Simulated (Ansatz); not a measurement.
## How many bands does the GW gap of MoPbO4 (Wulfenite) need?

Wanted: a G0W0 gap for MoPbO4 (Wulfenite) that is converged in bands and cutoff, or an estimate of the limit.

Calculated with Ansatz 0.2.0; G0W0 on r2SCAN, plane waves, PAW.

### Step 1. The structure

It takes space group I4_1/a (No. 88, tetragonal). The conventional cell has a = 5.431 Å, b = 5.431 Å, c = 12.107 Å, α = 90.00°, β = 90.00°, γ = 90.00°. Mo has 4 O at 1.77 Å nearest. Nearest to Pb lie 8 O at 2.61 to 2.63 Å. O has 1 Mo at 1.77 Å and 2 Pb at 2.61 to 2.63 Å nearest. Farther neighbours and most contacts between anions are not listed.

Structure file:

```cif
data_structure
_symmetry_space_group_name_H-M 'P 1'
_symmetry_Int_Tables_number 1
_cell_length_a 7.1687
_cell_length_b 7.1687
_cell_length_c 7.1687
_cell_angle_alpha 135.480
_cell_angle_beta 135.480
_cell_angle_gamma 64.786
_cell_volume 178.56
loop_
_atom_site_label
_atom_site_type_symbol
_atom_site_fract_x
_atom_site_fract_y
_atom_site_fract_z
_atom_site_occupancy
Mo1 Mo 0.25000 0.75000 0.50000 1
Mo2 Mo 0.50000 0.50000 0.00000 1
Pb3 Pb 0.75000 0.25000 0.50000 1
Pb4 Pb 0.00000 0.00000 0.00000 1
O5 O 0.03230 0.90410 0.59860 1
O6 O 0.65410 0.55550 0.37180 1
O7 O 0.30550 0.43370 0.40140 1
O8 O 0.18370 0.28230 0.62820 1
O9 O 0.71770 0.34590 0.90140 1
O10 O 0.09590 0.69450 0.12820 1
O11 O 0.44450 0.81630 0.09860 1
O12 O 0.56630 0.96770 0.87180 1
```

The cell and positions come from the Crystallography Open Database and are kept as given unless a step says otherwise. Spin-orbit coupling is left out unless a step names it.

### Step 2. 405 empty bands, screening to 100 eV

G0W0 replaces the xc potential by the self-energy, built once from these orbitals. Only a window of levels is corrected, while the sums run over the empty bands that the input names. This step takes hard PAW files.

Input file input.yaml:

```yaml
crystal:
  lattice:
    - [-2.7156, 2.7156, 6.05325]
    - [2.7156, -2.7156, 6.05325]
    - [2.7156, 2.7156, -6.05325]
  atoms:
    - { symbol: Mo, position: [0.25, 0.75, 0.5] }
    - { symbol: Mo, position: [0.5, 0.5, 0.0] }
    - { symbol: Pb, position: [0.75, 0.25, 0.5] }
    - { symbol: Pb, position: [0.0, 0.0, 0.0] }
    - { symbol: O, position: [0.0323, 0.9041, 0.5986] }
    - { symbol: O, position: [0.6541, 0.5555, 0.3718] }
    - { symbol: O, position: [0.3055, 0.4337, 0.4014] }
    - { symbol: O, position: [0.1837, 0.2823, 0.6282] }
    - { symbol: O, position: [0.7177, 0.3459, 0.9014] }
    - { symbol: O, position: [0.0959, 0.6945, 0.1282] }
    - { symbol: O, position: [0.4445, 0.8163, 0.0986] }
    - { symbol: O, position: [0.5663, 0.9677, 0.8718] }
kpoints:
  mp_grid: { grid: [4, 4, 4] }
hamiltonian:
  xc: r2scan
  pseudopotentials: { kind: paw, source: ansatz }
scf:
  occupations: { method: fixed }
gw:
  n_empty_bands: 405
  ecut_chi: 100.0
  qp_bands: [v4, c4]
  qp_kpoints: band_edges
  screening: { model: contour_deformation }
```

Started as:

```
ansatz run input.yaml --threads 4 --pin off --max-ram 138240MiB --backend cuda --events-out ev --progress --plain --runs-dir out --devices 1 --max-vram 26GiB
```

Numbers of over 12 decimals in the logs are rounded to 6 here.

Output:

```text
GPUs: using 1 of 1 available (devices: 1).
Engine: ansatz 0.2.0, x86_64-unknown-linux-gnu
Pseudopotentials: kind: paw
Pseudopotential: Mo, paw, valence charge 14, recommended cutoff 500 eV (normal), Mo.paw.azcp
Pseudopotential: Pb, paw, valence charge 22, recommended cutoff 580 eV (normal), Pb.paw.azcp
Pseudopotential: O, paw, valence charge 6, recommended cutoff 1050 eV (meta_gga), O.paw.azcp
Functional definition: r2SCAN
  parameter k0 = 0.174
  parameter k1 = 0.065
  parameter a1 = 4.9479
  exchange = r2scan_x(k0 = k0, k1 = k1, a1 = a1)
  correlation = r2scan_c
device memory: the entry about to start is reckoned to put 6.1 GiB on a device that reports 70.2 GiB free (of which the cap on the GPU budget leaves the run 26.0 GiB)
GPU FFT provider: cuFFT
GPU libraries: cuBLAS 13.8.2, cuFFT 12.4.0, cuSOLVER 12.3.4
Crystal: 12 atoms, lattice volume = 178.558 Å³
Basis set: ecut = 1050 eV, 13731 PW (Γ), exchange–correlation on 360×360×360 points (64 copies of the dense FFT grid, shifted against one another)
Bands: 72, of which v1, the nominal top of the filled ones, is band 60 counted from 1 (59 counted from 0)
Symmetry: 8 space group operations
Space group: I41/a (ITA 88), of the structure as read, at distance tolerance 5.6e-5 Å
k-points: 14 of 64
Non-local potential: Mo, projectors of the file, l = 0: 3, l = 1: 3, l = 2: 2, l = 3: 2
Non-local potential: Pb, projectors of the file, l = 0: 3, l = 1: 3, l = 2: 3, l = 3: 2
Non-local potential: O, projectors of the file, l = 0: 2, l = 1: 2, l = 2: 1
PAW form: soft (Blöchl's): semilocal exchange-correlation on the pseudo side does not see the compensation charge
PAW frozen core: Mo, regenerated for the run's functional (the file was generated under x = pbe(κ = 0.804, μ = 0.219515), c = pbe(β = 0.066725))
PAW frozen core: Pb, regenerated for the run's functional (the file was generated under x = pbe(κ = 0.804, μ = 0.219515), c = pbe(β = 0.066725))
PAW frozen core: O, regenerated for the run's functional (the file was generated under x = pbe(κ = 0.804, μ = 0.219515), c = pbe(β = 0.066725))
PAW one-centre angular grid: Mo, 590 points (default); XC on 203 of its mesh's 507 points in the sphere
PAW one-centre angular grid: Pb, 590 points (default); XC on 219 of its mesh's 545 points in the sphere
PAW one-centre angular grid: O, 302 points (default); XC on 160 Gauss nodes
Initial density: superposition of atomic densities (chi_scale 0.1, normalization cell, long waves kept (reshape's long-wave potential 0.04 eV rms))
Initial wavefunctions: pseudopotential atomic-orbital guess
GPU buffer pool allocated for 729000 grid points (all kernels)
GPU transforms: local potential and band sums: pruned to the plane-wave sphere, on 80×80×80
Functional: x = r2scan, c = r2scan; τ floored in thin density (d = 2e-4 eV/Å³)
SCF iter   1: F=—  HF=-45104.145429 eV  |F-HF|=—  |Δ(HF+E_count)|=         —  Δρ=1.16e-1  dr2=2.91e1  dr2_τ=8.92e0  ethr=3.10e-3  ⟨swp⟩=5.0  Hψ=3159  notcnv=0  defer=126
preconditioner: auto → Resta (q_TF=auto, 2.553 Å⁻¹)  ε∞=4.0  [insulator: Δε(μ)=4.785 eV  Ē_g=15.036 eV  n_scr=44 (ndim 8)  ℏωp=26.1 eV  f_vac=0.016  ε∞_Penn≈4.0]
SCF iter   2: F=—  HF=-45098.971106 eV  |F-HF|=—  |Δ(HF+E_count)|=    5.17e0  Δρ=6.20e-2  dr2=4.40e0  dr2_τ=8.04e0  ethr=3.10e-3  ⟨swp⟩=3.1  Hψ=2009  notcnv=0  defer=125
SCF iter   3: F=—  HF=-45098.624240 eV  |F-HF|=—  |Δ(HF+E_count)|=   3.47e-1  Δρ=2.59e-2  dr2=7.39e-1  dr2_τ=1.13e-1  ethr=3.10e-3  ⟨swp⟩=2.1  Hψ=1415  notcnv=0  defer=111
SCF iter   4: F=—  HF=-45098.688743 eV  |F-HF|=—  |Δ(HF+E_count)|=   6.45e-2  Δρ=6.15e-3  dr2=5.90e-2  dr2_τ=2.43e-2  ethr=6.16e-4  ⟨swp⟩=2.4  Hψ=1658  notcnv=0  defer=133
SCF iter   5: F=—  HF=-45098.688620 eV  |F-HF|=—  |Δ(HF+E_count)|=   1.23e-4  Δρ=1.38e-3  dr2=2.61e-3  dr2_τ=1.01e-3  ethr=4.91e-5  ⟨swp⟩=2.0  Hψ=1262  notcnv=0  defer=140
SCF iter   6: F=—  HF=-45098.689669 eV  |F-HF|=—  |Δ(HF+E_count)|=   1.05e-3  Δρ=3.69e-4  dr2=2.59e-4  dr2_τ=6.66e-5  ethr=2.17e-6  ⟨swp⟩=3.0  Hψ=1790  notcnv=0  defer=140
SCF iter   7: F=—  HF=-45098.689762 eV  |F-HF|=—  |Δ(HF+E_count)|=   9.24e-5  Δρ=6.09e-5  dr2=8.57e-6  dr2_τ=1.63e-6  ethr=2.16e-7  ⟨swp⟩=2.0  Hψ=1237  notcnv=0  defer=110
SCF iter   8: F=—  HF=-45098.689766 eV  |F-HF|=—  |Δ(HF+E_count)|=   4.23e-6  Δρ=2.65e-5  dr2=2.02e-6  dr2_τ=3.46e-7  ethr=7.14e-9  ⟨swp⟩=2.0  Hψ=1464  notcnv=0  defer=109
SCF iter   9: F=—  HF=-45098.689766 eV  |F-HF|=—  |Δ(HF+E_count)|=   1.39e-7  Δρ=6.80e-6  dr2=1.31e-7  dr2_τ=3.28e-8  ethr=1.68e-9  ⟨swp⟩=2.3  Hψ=1616  notcnv=0  defer=109
SCF iter  10: F=-45098.689766 eV  HF=-45098.689766 eV  |F-HF|=2.27e-9  |Δ(HF+E_count)|=   1.32e-8  Δρ=1.20e-6  dr2=3.64e-9  dr2_τ=1.70e-10  ethr=8.33e-11  ⟨swp⟩=10.1  Hψ=3370  notcnv=0
SCF 1 converged in 10 iterations: F = -45098.689766 eV  dr2 = 3.64e-9
  greatest PAW one-centre occupation: 1.000 electrons in one spin orbital (limit 2), on the Pb atom at site 3 (counted from 0), in its partial waves of l = 0
device memory: the entry about to start is reckoned to put 6.5 GiB (of the 6.8 GiB reckoned in all, the device holds 0.3 GiB already) on a device that reports 65.8 GiB free (of which the cap on the GPU budget leaves the run 25.7 GiB)
NSCF: frozen V_eff on 14 k-points
the band table was solved once the SCF had ended and its energy, with any forces and stress, was formed, with the checks that follow a solve (3839 applications of the Hamiltonian). They found nothing against the state; the energy, forces and stress were not computed again (output.eigenvalues in the input reference)
device memory: the entry about to start is reckoned to put 8.0 GiB on a device that reports 66.1 GiB free (of which the cap on the GPU budget leaves the run 26.0 GiB)
NSCF: frozen V_eff on 14 k-points
G₀W₀ screening: q 1/14
[... further progress lines ...]
device memory: the entry about to start is reckoned to put 1.0 GiB on a device that reports 59.4 GiB free (of which the cap on the GPU budget leaves the run 26.0 GiB)
NSCF: frozen V_eff on 1 k-points
device memory: the entry about to start is reckoned to put 1.0 GiB on a device that reports 59.4 GiB free (of which the cap on the GPU budget leaves the run 26.0 GiB)
NSCF: frozen V_eff on 1 k-points
SCF converged after 10 iterations
Free energy (F): -45098.689766 eV
Harris-Foulkes:  -45098.689766 eV  (|F-HF|=2.27e-9)
Internal energy: -45098.689766 eV  (E = F + TS)
E sigma→0 (E₀):  -45098.689766 eV
Fermi energy:    7.864856 eV
--- Per-component energies (eV) ---
  E_band       = -2052.396938
  E_kinetic    = 4610.484340
  E_local      = -17358.911473  (includes V_loc(G=0)·N_el)
  E_nonlocal   = 3905.803087
  E_hartree    = 5363.078212
  E_xc         = -1833.851006
  E_vxc        = -2330.973954  (∫ρ·V_xc dr)
  E_paw        = -28357.981523  (= ΣΔE_a)
  E_vpaw       = -1764.231091  (= ΣTr[D̂ρ^β])
  E_aug_tail   = -0.000042  (compensation charges beyond the density's cutoff)
  E_vtau       = 159.275385  (kinetic-family band-sum trace: ∫τ·v_τ [+ j·A + Jᵃ·Aᵃ] dr)
  E_ewald      = -11426.437887
  E_core_change = -0.873475  (= ΣΔE_core)
  E_smearing   = -0.000000  (= −TS)
  E_closure    = -0.000000  (closes the sum)
  Σ components = -45098.689766   (vs F -45098.689766, Δ=0.00e0)
--- Band table (eV; the first three rows and the last of 14) ---
  k-point 0: bands = [... 56 lower, 6.9256, 6.9979, 6.9979, 7.1246, 11.2013, 11.6399, 11.9019, 12.1383, ... 8 higher]
  k-point 1: bands = [... 56 lower, 6.6384, 6.8557, 6.9243, 7.6836, 11.3578, 11.3874, 11.6065, 11.8694, ... 8 higher]
  k-point 2: bands = [... 56 lower, 6.6166, 6.6166, 7.7250, 7.7250, 11.5383, 11.5383, 11.8063, 11.8063, ... 8 higher]
  k-point 13: bands = [... 56 lower, 6.7431, 6.7431, 6.9104, 6.9104, 11.7483, 11.7483, 11.8417, 11.8417, ... 8 higher]
--- G₀W₀: contour deformation, 6 samples at zero and on the imaginary axis and 2 off it, 64 q-points, 405 empty bands' worth ---
  eigenvalues of the whole cell's RPA ε∞ on this k-mesh (on a slab, of 1 + 4πα/V) = 4.3413, 4.7004, 4.7004; static W/v taken at q = 0 is 0.217412
  bands read: the sum over 465 bands ends inside a degenerate multiplet in 3 slots, whose members it reads at an even weight; the widest, k=2: bands 465 to 466 (counted from 1) at 1/2 each
  gw.qp_kpoints: band_edges: 14 of 14 stored k-points solved, in 1 pass; an edge of the gap read off the rows below is read off those points alone
    ik  band        ε_KS         Σx   Σc(E_QP)       V_xc       Z   E_QP_lin       E_QP  E_QP is
     0    57      6.9256   -23.6955     3.3237   -20.1978  0.7568     6.7511     6.7515  root
     0    58      6.9979   -25.7101     4.5258   -21.1014  0.7381     6.9149     6.9151  root
     0    59      6.9979   -25.7101     4.5258   -21.1014  0.7381     6.9149     6.9151  root
     0    60      7.1246   -25.1659     3.5484   -21.5449  0.7592     7.0520     7.0521  root
     0    61     11.2013   -15.1085    -4.1885   -20.4945  0.7792    12.4190    12.3988  root
     0    62     11.6399   -15.6896    -4.1012   -21.0390  0.7745    12.9111    12.8881  root
     0    63     11.9019   -16.7740    -4.3713   -22.5484  0.7538    13.3429    13.3049  root
     0    64     12.1383   -16.8920    -4.3963   -22.6470  0.7524    13.5362    13.4970  root
     1    57      6.6384   -25.2502     4.4366   -20.6875  0.7381     6.5121     6.5123  root
     1    58      6.8557   -24.1316     3.4474   -20.5062  0.7570     6.6772     6.6777  root
     1    59      6.9243   -25.6557     4.4991   -21.0735  0.7375     6.8411     6.8412  root
     1    60      7.6836   -23.7236     2.8969   -20.7276  0.7672     7.5842     7.5844  root
     1    61     11.3578   -14.9712    -4.1288   -20.2578  0.7788    12.5350    12.5155  root
     1    62     11.3874   -15.4177    -4.1506   -20.7726  0.7753    12.6132    12.5917  root
     1    63     11.6065   -15.5045    -4.1881   -20.9478  0.7706    12.8866    12.8618  root
     1    64     11.8694   -16.4649    -4.2485   -22.0740  0.7607    13.2625    13.2300  root
     2    57      6.6166   -25.3417     4.6098   -20.6119  0.7331     6.4964     6.4966  root
     2    58      6.6166   -25.3417     4.6098   -20.6119  0.7331     6.4964     6.4966  root
     2    59      7.7250   -24.1914     3.0122   -21.0725  0.7684     7.6183     7.6184  root
     2    60      7.7250   -24.1914     3.0122   -21.0725  0.7684     7.6183     7.6184  root
     2    61     11.5383   -15.8867    -4.2145   -21.3821  0.7661    12.8463    12.8192  root
     2    62     11.5383   -15.8867    -4.2145   -21.3821  0.7661    12.8463    12.8192  root
     2    63     11.8063   -15.6092    -4.1983   -21.0872  0.7705    13.1119    13.0860  root
     2    64     11.8063   -15.6092    -4.1983   -21.0872  0.7705    13.1119    13.0860  root
[...]
13    57      6.7431   -25.1438     4.2243   -20.8162  0.7414     6.6397     6.6400  root
    13    58      6.7431   -25.1438     4.2243   -20.8162  0.7414     6.6397     6.6400  root
    13    59      6.9104   -25.5595     4.5224   -20.9402  0.7374     6.8134     6.8136  root
    13    60      6.9104   -25.5595     4.5224   -20.9402  0.7374     6.8134     6.8136  root
    13    61     11.7483   -16.2942    -4.3272   -21.9691  0.7624    13.1273    13.0960  root
    13    62     11.7483   -16.2942    -4.3272   -21.9691  0.7624    13.1273    13.0960  root
    13    63     11.8417   -16.2123    -4.2578   -21.7808  0.7631    13.1826    13.1525  root
    13    64     11.8417   -16.2123    -4.2578   -21.7808  0.7631    13.1826    13.1525  root
```

Run time: 2 min. Hardware: 1 × NVIDIA H100 80GB HBM3 (shared by 3 runs) with 4 threads of AMD EPYC 7R13 (Zen 3), shared host; peak memory 5.4 GiB.

Numbers from this step:

| Quantity | Value |
| --- | --- |
| bands summed | 465 |
| RPA ε∞ on this mesh (eigenvalues) | 4.341, 4.700, 4.700 |
| plane waves in the screening matrix | 413 |
| q-points in the mesh | 64 |
| G0W0 gap on the mesh | 4.242 eV |
| k of the valence top | 0, 0.25, 0.25 |
| k of the conduction bottom | 0.25, -0.25, 0.25 |
| starting gap on the mesh | 3.057 eV |
| Z at the valence top | 0.7705 |
| Z at the conduction bottom | 0.7846 |
| least direct G0W0 gap on the computed points | 4.333 eV |

The gap on the mesh goes from 3.06 eV to 4.24 eV, a correction of +1.18 eV. Between the two edge states, bare exchange in place of the xc potential would open the gap by 8.21 eV, and correlation takes back 7.03 eV.

### Step 3. 898 empty bands, screening to 170 eV

Another rung: the empty bands reach about as high as the screening cutoff, so the two stay in balance.

Changes to input.yaml since step 2:

```diff
@@ -26,4 +26,4 @@
 gw:
-  n_empty_bands: 405
-  ecut_chi: 100.0
+  n_empty_bands: 898
+  ecut_chi: 170.0
   qp_bands: [v4, c4]
```

Output:

```text
GPUs: using 1 of 1 available (devices: 1).
[...]
GPU FFT provider: cuFFT
GPU libraries: cuBLAS 13.8.2, cuFFT 12.4.0, cuSOLVER 12.3.4
Crystal: 12 atoms, lattice volume = 178.558 Å³
Basis set: ecut = 1050 eV, 13731 PW (Γ), exchange–correlation on 360×360×360 points (64 copies of the dense FFT grid, shifted against one another)
Bands: 72, of which v1, the nominal top of the filled ones, is band 60 counted from 1 (59 counted from 0)
Symmetry: 8 space group operations
[...]
k-points: 14 of 64
[...]
GPU buffer pool allocated for 729000 grid points (all kernels)
[...]
SCF iter   1: F=—  HF=-45104.145429 eV  |F-HF|=—  |Δ(HF+E_count)|=         —  Δρ=1.16e-1  dr2=2.91e1  dr2_τ=8.92e0  ethr=3.10e-3  ⟨swp⟩=5.0  Hψ=3159  notcnv=0  defer=126
[...]
SCF iter  10: F=-45098.689766 eV  HF=-45098.689766 eV  |F-HF|=2.27e-9  |Δ(HF+E_count)|=   1.32e-8  Δρ=1.20e-6  dr2=3.64e-9  dr2_τ=1.70e-10  ethr=8.33e-11  ⟨swp⟩=10.1  Hψ=3370  notcnv=0
SCF 1 converged in 10 iterations: F = -45098.689766 eV  dr2 = 3.64e-9
[...]
NSCF: frozen V_eff on 14 k-points
[...]
G₀W₀ screening: q 1/14
[... further progress lines ...]
[...]
SCF converged after 10 iterations
Free energy (F): -45098.689766 eV
[...]
Internal energy: -45098.689766 eV  (E = F + TS)
E sigma→0 (E₀):  -45098.689766 eV
Fermi energy:    7.864856 eV
[...]
--- Band table (eV; the first three rows and the last of 14) ---
  k-point 0: bands = [... 56 lower, 6.9256, 6.9979, 6.9979, 7.1246, 11.2013, 11.6399, 11.9019, 12.1383, ... 8 higher]
  k-point 1: bands = [... 56 lower, 6.6384, 6.8557, 6.9243, 7.6836, 11.3578, 11.3874, 11.6065, 11.8694, ... 8 higher]
  k-point 2: bands = [... 56 lower, 6.6166, 6.6166, 7.7250, 7.7250, 11.5383, 11.5383, 11.8063, 11.8063, ... 8 higher]
  k-point 13: bands = [... 56 lower, 6.7431, 6.7431, 6.9104, 6.9104, 11.7483, 11.7483, 11.8417, 11.8417, ... 8 higher]
[...]
0    57      6.9256   -23.6955     3.0617   -20.1978  0.7527     6.4867     6.4896  root
     0    58      6.9979   -25.7101     4.2568   -21.1014  0.7333     6.6440     6.6460  root
     0    59      6.9979   -25.7101     4.2568   -21.1014  0.7333     6.6440     6.6460  root
     0    60      7.1246   -25.1659     3.2620   -21.5449  0.7553     6.7639     6.7656  root
     0    61     11.2013   -15.1085    -4.4394   -20.4945  0.7755    12.1599    12.1479  root
     0    62     11.6399   -15.6896    -4.3641   -21.0390  0.7705    12.6389    12.6252  root
     0    63     11.9019   -16.7740    -4.6574   -22.5484  0.7490    13.0415    13.0188  root
     0    64     12.1383   -16.8920    -4.6882   -22.6470  0.7477    13.2275    13.2050  root
[...]
13    61     11.7483   -16.2942    -4.6029   -21.9691  0.7580    12.8391    12.8203  root
    13    62     11.7483   -16.2942    -4.6029   -21.9691  0.7580    12.8391    12.8203  root
    13    63     11.8417   -16.2123    -4.5330   -21.7808  0.7587    12.8950    12.8772  root
    13    64     11.8417   -16.2123    -4.5330   -21.7808  0.7587    12.8950    12.8772  root
```

Elapsed: 4 min, on 1 × NVIDIA H100 80GB HBM3 (shared by 3 runs) with 4 threads; peak memory 8.8 GiB.

Numbers from this step:

* bands summed: 958
* RPA ε∞ on this mesh (eigenvalues): 4.321, 4.680, 4.680
* plane waves in the screening matrix: 909
* q-points in the mesh: 64
* G0W0 gap on the mesh: 4.304 eV
* k of the valence top: 0, 0.25, 0.25
* k of the conduction bottom: 0.25, -0.25, 0.25
* starting gap on the mesh: 3.057 eV
* Z at the valence top: 0.7663
* Z at the conduction bottom: 0.7810
* least direct G0W0 gap on the computed points: 4.390 eV

Against the run with 4×4×4 mesh, 405 empty bands, screening to 100 eV, hard PAW files, the gap moves by +0.06 eV.

[end of part 1 of 2]

[Paths, hosts, dates, memory and timing lines, banners, echoed tables and standing remarks are left out of the program output.]

[Logs are printed without paths, hosts, clocks, repeated set-up lines and the standing remarks that a program may print on its own settings, such as how far it seeks lower states.]

[Runs of the session that timed out or met a known fault of the program may be left out.]

[Cells called generated may have been cut or substituted from an entry of the Crystallography Open Database or the Materials Project.]

[Hosts, paths, dates, database ids (printed as entryN), source tags and the programs' standing remarks are cut or masked in the printed files.]
